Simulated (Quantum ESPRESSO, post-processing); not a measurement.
# Al(100), stepped through the number of layers, part 2 of 2

Aim: how the results for Al(100) change with the number of layers.

Quantum ESPRESSO 7.5; plane-wave DFT, PBE, GBRV ultrasoft pseudopotentials.

So far. Step 8 (Relaxation with pw.x, 12 layers):  On the free atoms the largest force ends at 0.024 eV/Å. Step 9 (Ground state, 12 layers): Inside the slab this potential holds the local part of the pseudopotentials, which can be repulsive at the nuclei; only its value in the vacuum has a meaning of its own.

## Step 10: Relaxing the ions, 14 layers

System of this step: Al(100), 14 layers. The cell holds 14 atoms: 14 Al. Cell: a = 2.856 Å, b = 2.856 Å, c = 42.216 Å, α = 90.0°, β = 90.0°, γ = 90.0°. It derives from Al. Vacuum lies along c.

m7.relax.in

```
&control
  prefix = 'm7.relax'
  outdir = './out'
  pseudo_dir = './pseudo'
  nstep = 40
  forc_conv_thr = 0.001
  calculation = 'relax'
/
&system
  ibrav = 0
  nat = 14
  ntyp = 1
  ecutwfc = 40
  ecutrho = 200
  occupations = 'smearing'
  smearing = 'mv'
  degauss = 0.02
/
&electrons
  conv_thr = 1e-08
  mixing_beta = 0.4
  electron_maxstep = 120
  mixing_mode = 'local-TF'
/
&ions
/
ATOMIC_SPECIES
  Al  26.9815  al_pbe_v1.uspp.F.UPF
CELL_PARAMETERS angstrom
  2.85639291368519 0.00000000000000 0.00000000000000
  0.00000000000000 2.85639291368519 0.00000000000000
  0.00000000000000 0.00000000000000 42.21578684823457
ATOMIC_POSITIONS crystal
  Al  0.500000000000 0.500000000000 0.189013585351
  Al  0.000000000000 0.000000000000 0.236857649144
  Al  0.500000000000 0.500000000000 0.284701712936 0 0 0
  Al  0.000000000000 0.000000000000 0.332545776728 0 0 0
  Al  0.500000000000 0.500000000000 0.380389840520 0 0 0
  Al  0.000000000000 0.000000000000 0.428233904312 0 0 0
  Al  0.500000000000 0.500000000000 0.476077968104 0 0 0
  Al  0.000000000000 0.000000000000 0.523922031896 0 0 0
  Al  0.500000000000 0.500000000000 0.571766095688 0 0 0
  Al  0.000000000000 0.000000000000 0.619610159480 0 0 0
  Al  0.500000000000 0.500000000000 0.667454223272 0 0 0
  Al  0.000000000000 0.000000000000 0.715298287064 0 0 0
  Al  0.500000000000 0.500000000000 0.763142350856
  Al  0.000000000000 0.000000000000 0.810986414649
K_POINTS automatic
  12 12 1 0 0 0
```

Launch:

```sh
OMP_NUM_THREADS=1 mpirun -n 4 pw.x -nk 4 -in m7.relax.in > m7.relax.out
```

Run time: 6.5 min. Hardware: 4 MPI ranks of Arm Neoverse V1, shared host; peak memory 0.7 GiB.

Step by step:

```
step  energy less that of the first step (eV)  largest force (eV/Å)
   1                                   0.0000                0.0896
   2                                  -0.0005                0.0770
   3                                  -0.0009                0.0630
   4                                  -0.0015                0.0420
   5                                  -0.0019                0.0169
```

The atoms that moved most (Å):

```
atom     dx     dy      dz  length
 Al2  0.000  0.000   0.011   0.011
Al13  0.000  0.000  -0.011   0.011
Al14  0.000  0.000   0.009   0.009
 Al1  0.000  0.000  -0.009   0.009
```

The relaxed structure:

```cif
data_structure
_symmetry_space_group_name_H-M 'P 1'
_symmetry_Int_Tables_number 1
_cell_length_a 2.8564
_cell_length_b 2.8564
_cell_length_c 42.2158
_cell_angle_alpha 90.000
_cell_angle_beta 90.000
_cell_angle_gamma 90.000
_cell_volume 344.44
loop_
_atom_site_label
_atom_site_type_symbol
_atom_site_fract_x
_atom_site_fract_y
_atom_site_fract_z
_atom_site_occupancy
Al1 Al 0.50000 0.50000 0.18880 1
Al2 Al 0.00000 0.00000 0.23713 1
Al3 Al 0.50000 0.50000 0.28470 1
Al4 Al 0.00000 0.00000 0.33255 1
Al5 Al 0.50000 0.50000 0.38039 1
Al6 Al 0.00000 0.00000 0.42823 1
Al7 Al 0.50000 0.50000 0.47608 1
Al8 Al 0.00000 0.00000 0.52392 1
Al9 Al 0.50000 0.50000 0.57177 1
Al10 Al 0.00000 0.00000 0.61961 1
Al11 Al 0.50000 0.50000 0.66745 1
Al12 Al 0.00000 0.00000 0.71530 1
Al13 Al 0.50000 0.50000 0.76287 1
Al14 Al 0.00000 0.00000 0.81120 1
```

 On the free atoms the largest force ends at 0.017 eV/Å.

This step gave:

```
free energy  : -1276.7422 eV
Fermi energy : 3.926 eV
```

## Step 11: SCF with pw.x, 14 layers

m7.esm.in

```
&control
  prefix = 'm7.esm'
  outdir = './out'
  pseudo_dir = './pseudo'
  calculation = 'scf'
  tprnfor = .true.
/
&system
  ibrav = 0
  nat = 14
  ntyp = 1
  ecutwfc = 40
  ecutrho = 200
  occupations = 'smearing'
  smearing = 'mv'
  degauss = 0.02
  assume_isolated = 'esm'
  esm_bc = 'bc1'
/
&electrons
  conv_thr = 1e-08
  mixing_beta = 0.25
  electron_maxstep = 160
  mixing_mode = 'local-TF'
  mixing_ndim = 12
/
ATOMIC_SPECIES
  Al  26.9815  al_pbe_v1.uspp.F.UPF
CELL_PARAMETERS angstrom
  2.85639291368519 0.00000000000000 0.00000000000000
  0.00000000000000 2.85639291368519 0.00000000000000
  0.00000000000000 0.00000000000000 42.21578684823457
ATOMIC_POSITIONS crystal
  Al  0.500000000000 0.500000000000 -0.311202336300
  Al  0.000000000000 0.000000000000 -0.262870451000
  Al  0.500000000000 0.500000000000 -0.215298287100
  Al  0.000000000000 0.000000000000 -0.167454223300
  Al  0.500000000000 0.500000000000 -0.119610159500
  Al  0.000000000000 0.000000000000 -0.071766095700
  Al  0.500000000000 0.500000000000 -0.023922031900
  Al  0.000000000000 0.000000000000 0.023922031900
  Al  0.500000000000 0.500000000000 0.071766095700
  Al  0.000000000000 0.000000000000 0.119610159500
  Al  0.500000000000 0.500000000000 0.167454223300
  Al  0.000000000000 0.000000000000 0.215298287100
  Al  0.500000000000 0.500000000000 0.262870451000
  Al  0.000000000000 0.000000000000 0.311202336300
K_POINTS automatic
  12 12 1 0 0 0
```

Launch:

```sh
OMP_NUM_THREADS=1 mpirun -n 4 pw.x -nk 4 -in m7.esm.in > m7.esm.out
```

Run time: 12 min. Hardware: 4 MPI ranks; peak memory 0.72 GiB.

Numbers from this step:

```
Fermi energy                                                   : -4.261 eV
vacuum line at the lower end of the cell, over the Fermi level : 4.261 eV
vacuum line at the upper end of the cell, over the Fermi level : 4.261 eV
```

Inside the slab this potential holds the local part of the pseudopotentials, which can be repulsive at the nuclei; only its value in the vacuum has a meaning of its own.

## Step 12: The series side by side

The series in one table:

```
the number of layers  energy (eV)  work function (eV)
            4 layers    -364.1040               4.281
            5 layers    -455.3516               4.303
            6 layers    -546.6416                4.26
            7 layers    -637.9236                4.26
            8 layers    -729.1619               4.299
           10 layers    -911.6539               4.298
           12 layers   -1094.2096               4.291
           14 layers   -1276.7422               4.261
```

## Step 13: The arithmetic

γ = intercept/(2A) = 0.9431 eV / (2 × 8.159 Å²) × 16.02 = 0.93 J/m².

## Step 14: Outcome

```json
{"surface energy from the intercept": "0.93 J/m²", "work function at 14 layers": "4.26 eV"}
```

The series holds 8 members; surface energy from the intercept: 0.93 J/m²; work function at 14 layers: 4.26 eV (PBE, GBRV ultrasoft). A line through the energies of all but the thinnest slab has a slope of -91.2627 eV a layer and leaves residuals that spread over 58 meV, worth 0.06 J/m². The bulk run gives -91.2657 eV a layer, -3.0 meV from that slope; used for the thickest slab it would give 0.96 J/m². The work function spans 4.26 to 4.30 eV and over the last three members 0.04 eV. Unreconstructed faces. One mesh, so part of the swing with thickness is sampling.

Comparison with the measured values:

| quantity | measured | PBE, 14 layers |
| --- | --- | --- |
| work function (clean (100) face) (eV) | 4.32 | 4.26 (-0.06 eV) |

Measured values from arxiv:1702.08515 (2017).

Verdict: The work function is off by -0.06 eV: good agreement. The grades are ours: good and fair within 3 and 7 % for the work function. Other measurements of the same face can differ from the value quoted by 0.1 to 0.2 eV.

[Logs are printed without paths, hosts, clocks, repeated set-up lines and the standing remarks that a program may print on its own settings, such as how far it seeks lower states.]

[Hosts, paths, dates, database ids (printed as entryN), source tags and the programs' standing remarks are cut or masked in the printed files.]

[Maps of the electrostatic potential energy from Ansatz leave out the sawtooth potential of an applied field or a dipole correction, so their vacuum need not be flat; planar profiles and work functions include it.]
